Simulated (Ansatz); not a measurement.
# Lattice dynamics of TcSn (built on the sites of a database entry of HfTc), part 2 of 2

How does TcSn (built on the sites of a database entry of HfTc) vibrate, and is this structure a minimum?

Ansatz 0.2.0; DFT PBEsol, scalar-relativistic, plane waves, PAW.

So far. Step 4 (Tight relaxation): The forces vanish by symmetry and the pressure is 0.000 GPa, within the tolerances set. The cell now holds 16.71 Å³/atom. Step 5 (Linear response at the zone centre): Before it was imposed, the acoustic sum rule was missed by 1.6e-4 eV/Å². Small misses are needed for a sound result but don't prove that mesh and cutoff are converged. The lowest optical mode is real, 189 cm⁻¹. The relaxed cell has a = 3.221 Å (conventional setting).

The structure was built from a prototype and need not be the compound's stable phase.

**6. Phonons on a q mesh**

Stability and thermal properties need the whole zone. Linear response on a 4×4×4 q mesh gives force constants as far as a supercell of that size would.

input.yaml

```yaml
crystal:
  lattice:
    - [3.2213741624, 0.0, 0.0]
    - [0.0, 3.2213741624, 0.0]
    - [0.0, 0.0, 3.2213741624]
  atoms:
    - { symbol: Sn, position: [0.0, 0.0, 0.0] }
    - { symbol: Tc, position: [0.5, 0.5, 0.5] }
kpoints:
  mp_grid: { grid: [12, 12, 12] }
hamiltonian:
  xc: pbesol
scf:
  occupations: { method: methfessel_paxton, width: 0.15 }
output:
  eigenvalues: true
phonons:
  method: dfpt
  qmesh: [4, 4, 4]
  temperatures: { t_max: 1000, t_step: 50 }
  qpath:
    path:
      - [[0.0, 0.0, 0.0], [0.0, 0.5, 0.0], [0.5, 0.5, 0.0], [0.0, 0.0, 0.0], [0.5, 0.5, 0.5], [0.0, 0.5, 0.0]]
      - [[0.5, 0.5, 0.5], [0.5, 0.5, 0.0]]
    npoints: 10
```

On the command line:

```
ansatz run input.yaml --threads 4 --pin off --max-ram 7168MiB --backend cpu --events-out ev --progress --plain --runs-dir out
```

Numbers of over 12 decimals in the logs are rounded to 6 here.

Log:

```text
[...]
Crystal: 2 atoms, lattice volume = 33.429 Å³
Basis set: ecut = 500 eV, 847 PW (Γ), exchange–correlation on 48×48×48 points (8 copies of the dense FFT grid, shifted against one another)
Bands: 19, of which v1, the nominal top of the filled ones, is band 15 counted from 1 (14 counted from 0)
Symmetry: 48 space group operations
k-points: 84 of 1728
[...]
SCF iter   1: F=—  HF=-11287.744527 eV  |F-HF|=—  |Δ(HF+E_count)|=         —  Δρ=5.72e-2  dr2=2.07e0  ethr=3.10e-3  ⟨swp⟩=4.9  Hψ=7285  notcnv=0
[...]
SCF iter   8: F=-11287.160255 eV  HF=-11287.160255 eV  |F-HF|=5.46e-12  |Δ(HF+E_count)|=  9.46e-11  S|Δr|=    0.00e0  Δρ=1.66e-7  dr2=6.43e-12  ethr=1.00e-12  ⟨swp⟩=5.3  Hψ=8366  notcnv=0
[...]
SCF 1 converged in 8 iterations: F = -11287.160255 eV  dr2 = 6.43e-12
[...]
phonons: the bands overlap, so this run is a metal and interpolates without the dipole-dipole term. If the crystal is really an insulator or semiconductor, its LO-TO splitting is missing
NSCF: frozen V_eff on 84 k-points
[...]
DFPT response loops at q = (0, 0, 0) (fractional): preconditioner auto → Kerker (q_TF=auto, 2.664 Å⁻¹) (partly filled bands, converged f_vac=0.000); β = 1.00, the filter's whole step (`scf.mixing.beta` (0.50) is not read by the response loops under this deck's `scf.mixing.preconditioner`; to damp them name `kerker` or `kerker_dos`, under which they read `scf.mixing.beta`, and type it under 1.00, their step now; both keys bind the ground state too); Broyden in place of MSR1
[...]
SCF converged after 8 iterations
[...]
Free energy (F): -11287.160255 eV
[...]
Internal energy: -11287.159851 eV  (E = F + TS)
E sigma→0 (E₀):  -11287.160154 eV
Entropy (-TS):   -0.000403 eV (-0.202 meV/atom)
Fermi energy:    18.676712 eV
[...]
--- Band table (eV; the first three rows and the last of 84) ---
  k-point 0: bands = [... 11 lower, 15.9055, 19.0896, 19.0896, 19.0896, 21.8503, 21.8503, 21.8503, 28.2994]
  k-point 1: bands = [... 11 lower, 15.9238, 18.8012, 18.8012, 19.0867, 21.3424, 22.2612, 22.2612, 28.6725]
  k-point 2: bands = [... 11 lower, 15.9745, 18.2290, 18.2290, 19.0788, 20.4371, 23.2043, 23.2043, 28.8002]
  k-point 83: bands = [... 11 lower, 13.6553, 15.7563, 20.2918, 20.2918, 22.5204, 22.5204, 22.5204, 25.0730]
--- Phonons (Γ-DFPT): 2 representative perturbations + reference (Σ response iterations 6) ---
  ASR residual: 1.584e-4 → 0.000e0 eV/Å²; symmetrization residual: 1.096e-5 eV/Å²
  ASR residual per site (eV/Å²): 6.03e-5 1.58e-4
  Γ frequencies (cm⁻¹): 0.00 0.00 0.00 188.52 188.52 188.52
--- Phonons (arbitrary-q DFPT): 10 irreducible q on the 4×4×4 mesh ---
  q = [0.0000, 0.0000, 0.0000] (star 1, of the zone-centre solve; hermiticity 3.13e-6, symmetrization 9.42e-12): -0.00 -0.00 0.00 188.52 188.52 188.52
  q = [0.0000, 0.0000, 0.2500] (star 6, 4 solved perturbations in 1848 linear systems a pass and spin channel, the states on 588 of 1728 k-point pairs; hermiticity 8.21e-6, symmetrization 8.64e-13): 65.96 65.96 117.94 168.63 168.63 187.98
[...]
q = [0.0000, 0.2500, -0.5000] (star 12, 6 solved perturbations on 588 of 1728 k-point pairs; hermiticity 3.47e-6, symmetrization 1.34e-7): 109.38 111.58 127.89 138.48 203.06 203.54
[...]
sum rule: each row above includes the acoustic sum rule's correction from the zone centre's row sums; it moved no ω² by more than (0.66 cm⁻¹)²
  mesh force constants: q→R imaginary residual 2.95e-18; ASR residual 1.584e-4 → 0.000e0 eV/Å²; symmetrization residual 8.882e-15 eV/Å²
  interpolated dispersion: 62 rows × 6 modes
  density of states and harmonic sums: on the 20×20×20 q-mesh, interpolated from the force constants of a 4×4×4 supercell (no non-analytic term)
  largest difference from the sums on the solved wave vectors: F 1.24e-2 eV, S 1.64e-5 and C_V 4.01e-6 eV/K
  zero-point energy: 0.053166 eV/cell   skipped modes (ω ≤ 0): 3   left out of the sums: 6.25e-5 of the cell's modes: C_V's classical limit lies that fraction below 3 k_B per atom; for a crystal, a wire or a layer, F and S can be off by more, and a phonons.interpolated_qmesh denser along its periods is the remedy for the sampling
```

It took 4.7 min on 4 threads of Arm Neoverse V2, shared host; peak memory 2.1 GiB; 18 min of CPU time.

This step gave:

```yaml
sum_rule_residual_before_enforcement: 1.58e-4 eV/Å²
lowest_frequency_on_the_path: 0 cm⁻¹
highest_frequency_on_the_path_or_at_a_solved_wavevector: 221.2 cm⁻¹
mean_frequency: 142.9 cm⁻¹
debye_temperature_second_moment: 278 K
logarithmic_mean_frequency: 135.5 cm⁻¹
lowest_mode_on_the_q_mesh_acoustic_modes_at_gamma_apart: 65.96 cm⁻¹
zero_point_energy_per_atom: 26.58 meV
heat_capacity_at_300_k: 23.91 J/(mol atoms K)
vibrational_entropy_at_300_k: 36.22 J/(mol atoms K)
```

Frequencies (cm⁻¹) solved at each irreducible wavevector; negative means imaginary. Frequencies by wavevector, by row:

```csv
q in reciprocal lattice units,star,mode 1,mode 2,mode 3,mode 4,mode 5,mode 6
0 0 0,1,0,0,0,188.5,188.5,188.5
0 0 0.25,6,66,66,117.9,168.6,168.6,188
0 0 -0.5,3,101.4,101.4,134.3,134.3,175.8,192.7
0 0.25 0.25,12,72.5,96.1,138.2,160.7,167.2,197.2
0 0.25 -0.5,12,109.4,111.6,127.9,138.5,203.1,203.5
0 -0.5 -0.5,3,87.3,87.3,113.2,119.4,221.2,221.2
0.25 0.25 0.25,8,95.5,95.5,122.6,180,183.6,183.6
0.25 0.25 -0.5,12,96.3,110.3,124.5,159.1,193,205.2
0.25 -0.5 -0.5,6,104.3,104.3,119.8,155.2,204.2,204.2
-0.5 -0.5 -0.5,1,115.3,115.3,115.3,184.4,184.4,184.4
```

Interpolated from a 4×4×4 q mesh. The phonon branches at the labelled points (cm⁻¹):

```csv
point,branch 1,branch 2,branch 3,branch 4,branch 5,branch 6
Γ,0,0,0,188,188,188
halfway,66,66,118,169,169,188
X,101,101,134,134,176,193
halfway,109,112,128,138,203,204
M,87,87,113,119,221,221
halfway,72,96,138,161,167,197
Γ,0,0,0,188,188,188
halfway,96,96,123,180,184,184
R,115,115,115,184,184,184
halfway,96,110,124,159,193,205
X,101,101,134,134,176,193
jump to R,115,115,115,184,184,184
halfway,104,104,120,155,204,204
M,87,87,113,119,221,221
```

The phonon branches as a text plot (rows in cm⁻¹):

```
    217 |            *****                                    ***
    207 |           *     ***                      ***       *
    198 |         **      *  *             *      *   **    *
    189 |**********           *******    ** ****************
    180 |  *    **         **  **    *********  **      ***
    171 |   *  *             ***    *             **       *
    161 |    *               **      ***            *       *
    152 |     *            **                        *       *
    143 |                 *                           **
    134 |    * *******   * ***         *                **    *
    124 |         * *** *     *      ** *          *****       **
    115 |   *     **   ****              **********  ***  *******
    106 |       **  *    * **  *         ***      *** * **  **
     97 |      *     ** *    *          *          ***        *
     88 |     *       *****         *                          **
     78 |  * *             ** *        *
     69 |   *                *  *
     60 |                     **     **
     51 | *                    *
     41 |  *                    *  **
     32 | *                     **
     23 |*                       * *
     14 |*
      5 |                         *
         Γ      X      M          Γ            R        X|R     M
```

Tetrahedra on a 20×20×20 mesh, mean over bins of 2 cm-1. Interpolated from a 4×4×4 q mesh. Table of phonon density of states by wavenumber; read off at these points:

```csv
wavenumber (cm⁻¹),phonon density of states (1/cm⁻¹/cell)
1.0,0
7.0,3.0e-5
13.0,1.1e-4
19.0,4.4e-4
25.0,7.6e-4
31.0,0.0013
37.0,0.00196
43.0,0.00283
49.0,0.00394
55.0,0.00531
61.0,0.00697
67.0,0.009
73.0,0.0114
79.0,0.0148
85.0,0.0199
91.0,0.0418
97.0,0.0803
103.0,0.0675
107.0,0.0756
109.0,0.0676
113.0,0.0403
119.0,0.0414
125.0,0.0468
129.0,0.0608
131.0,0.0539
137.0,0.0441
143.0,0.0236
149.0,0.0223
155.0,0.0253
161.0,0.0369
167.0,0.0310
173.0,0.0312
179.0,0.0279
185.0,0.0233
191.0,0.0635
193.0,0.0791
197.0,0.0668
203.0,0.0576
209.0,0.0319
215.0,0.0186
221.0,0.00198
```

Phonopy on the run's constants, 17x17x17 mesh, Gaussian sigma 2.0 cm-1. Interpolated from a 4×4×4 q mesh. Table of partial phonon density of states by wavenumber; read off at these points; values in 1/cm⁻¹/cell:

```csv
wavenumber (cm⁻¹),Sn,Tc
-5.0,2.0e-6,2.0e-6
0.0,6.0e-5,5.0e-5
5.0,3.7e-6,3.7e-6
10.0,0,0
15.0,1.5e-4,1.3e-4
20.0,3.2e-4,2.7e-4
25.0,5.0e-4,4.2e-4
30.0,3.7e-4,3.2e-4
35.0,0.00122,0.00106
40.0,0.00147,0.00129
45.0,0.00107,9.5e-4
50.0,0.00298,0.00276
55.0,0.00202,0.00188
60.0,0.00333,0.00323
65.0,0.00520,0.00526
70.0,0.00472,0.00478
75.0,0.00566,0.00632
80.0,0.00751,0.00809
85.0,0.00904,0.0104
90.0,0.0189,0.0215
95.0,0.0270,0.0299
97.4,0.0308,0.0357
100.0,0.0286,0.0375
105.0,0.0229,0.0442
108.3,0.0196,0.0495
110.0,0.0156,0.0423
115.0,0.0109,0.0266
120.0,0.0140,0.0296
125.0,0.0194,0.0295
127.0,0.02,0.0308
130.0,0.0193,0.0327
135.0,0.0149,0.0240
140.0,0.0141,0.0193
145.0,0.0162,0.00902
150.0,0.0149,0.00639
155.0,0.0202,0.00767
160.0,0.0272,0.0104
165.0,0.0226,0.00825
170.0,0.0205,0.0103
175.0,0.0212,0.0112
180.0,0.0137,0.00999
185.0,0.0198,0.0152
190.0,0.0357,0.0269
192.4,0.0442,0.0304
195.0,0.0406,0.0263
200.0,0.0369,0.0256
205.0,0.0281,0.0206
210.0,0.0166,0.0136
215.0,0.0101,0.00896
220.0,0.00379,0.00354
225.0,1.0e-4,1.0e-4
230.0,0,0
```

Second derivatives of the energy by pair, one row for each kind of neighbour of each atom listed. Each entry sums the pair over the periodic images of the supercell that the q mesh stands for, and in a polar crystal it holds the long-range dipole part too. Force constants by pair, by row:

```csv
atom,neighbour,distance (Å),third of the trace (eV/Å²),along the pair's line (eV/Å²)
Sn1,itself,0,10.62,–
Sn1,Tc,2.79,-0.7941,-2.733
Sn1,Sn,3.221,-0.4743,-1.657
Sn1,Sn,4.556,0.0148,-0.0692
Sn1,Tc,5.342,-0.0234,-0.0217
Sn1,Sn,5.58,-0.1334,-0.3773
Sn1,Sn,6.443,0.0203,0.0093
Sn1,Tc,7.021,-0.0027,-0.0118
Sn1,Sn,7.203,-0.0073,0.0022
Tc2,itself,0,7.343,–
Tc2,Sn,2.79,-0.7941,-2.733
Tc2,Tc,3.221,-0.0347,-0.7607
Tc2,Tc,4.556,-0.1435,-0.3685
Tc2,Sn,5.342,-0.0234,-0.0217
Tc2,Tc,5.58,0.131,0.5035
Tc2,Tc,6.443,-0.0283,0.1377
Tc2,Sn,7.021,-0.0027,-0.0118
Tc2,Tc,7.203,0.0258,0.0119
```

Harmonic thermodynamic functions per atom, from the density of states. Interpolated from a 4×4×4 q mesh. Thermodynamic functions, by row:

```csv
T (K),F_vib (meV/atom),S (J/mol-atom/K),C_V (J/mol-atom/K)
0,26.58,0,0
50,26.12,3.424,8.207
100,22.01,12.49,17.61
200,1.13,26.74,22.71
300,-31.79,36.22,23.91
400,-73.09,43.17,24.35
500,-120.8,48.63,24.56
600,-173.6,53.12,24.68
700,-230.6,56.93,24.75
800,-291.4,60.24,24.79
900,-355.4,63.16,24.82
1000,-422.2,65.78,24.85
```

Harmonic mean-square displacement, third of the trace. Interpolated from a 4×4×4 q mesh. Mean square displacements, by row:

```csv
T (K),Sn1 U_eq (Å²),Tc2 U_eq (Å²)
0,0.00107,0.00141
100,0.00169,0.00226
300,0.00423,0.00575
600,0.00828,0.01129
```

Symmetry leaves 10 wavevectors to solve. The lowest mode among them, the acoustic zeros apart, lies at q = (0, 0, 0.25) and is real, 66.0 cm⁻¹.

**7. Results**

```json
{"space group after relaxation (within 0.01 Å)": "Pm-3m", "volume per atom": "16.7 Å³", "electronic character": "no gap on this mesh", "highest optical mode at the zone centre (no LO-TO term)": "189 cm⁻¹", "lowest optical zone-centre mode": "189 cm⁻¹", "lowest mode on the q mesh (acoustic modes at Γ apart)": "66.0 cm⁻¹", "highest frequency on the path or at a solved wavevector": "221 cm⁻¹", "zero-point energy per atom": "26.6 meV", "heat capacity at 300 K": "23.9 J/(mol atoms K)", "vibrational entropy at 300 K": "36.2 J/(mol atoms K)", "Debye temperature (second moment)": "278 K", "imaginary modes on the 4×4×4 q mesh": "none"}
```

The structure is a minimum as far as tested: no mode is imaginary at the 10 irreducible wavevectors of the 4×4×4 mesh, and the softest away from the acoustic zeros lies at 66 cm⁻¹. The optical modes at Γ form one degenerate level at 189 cm⁻¹. With no gap, or one that is small against the smearing, the frequencies hang on the k mesh and the smearing, most of all near Kohn anomalies. The phonon runs are without spin polarisation, although the cell has an odd electron count. Spin-orbit coupling is left out, which can matter for the heavy elements here. A phonon run warned that its eigensolver left some bands unconverged in a pass. The starting cell was built on a prototype and not taken from a measurement, so the phase need not exist. These are harmonic frequencies at zero temperature: anharmonic shifts, linewidths and thermal expansion are left out.

[Logs are printed without paths, hosts, clocks, repeated set-up lines and the standing remarks that a program may print on its own settings, such as how far it seeks lower states.]

[Hosts, paths, dates, database ids (printed as entryN), source tags and the programs' standing remarks are cut or masked in the printed files.]
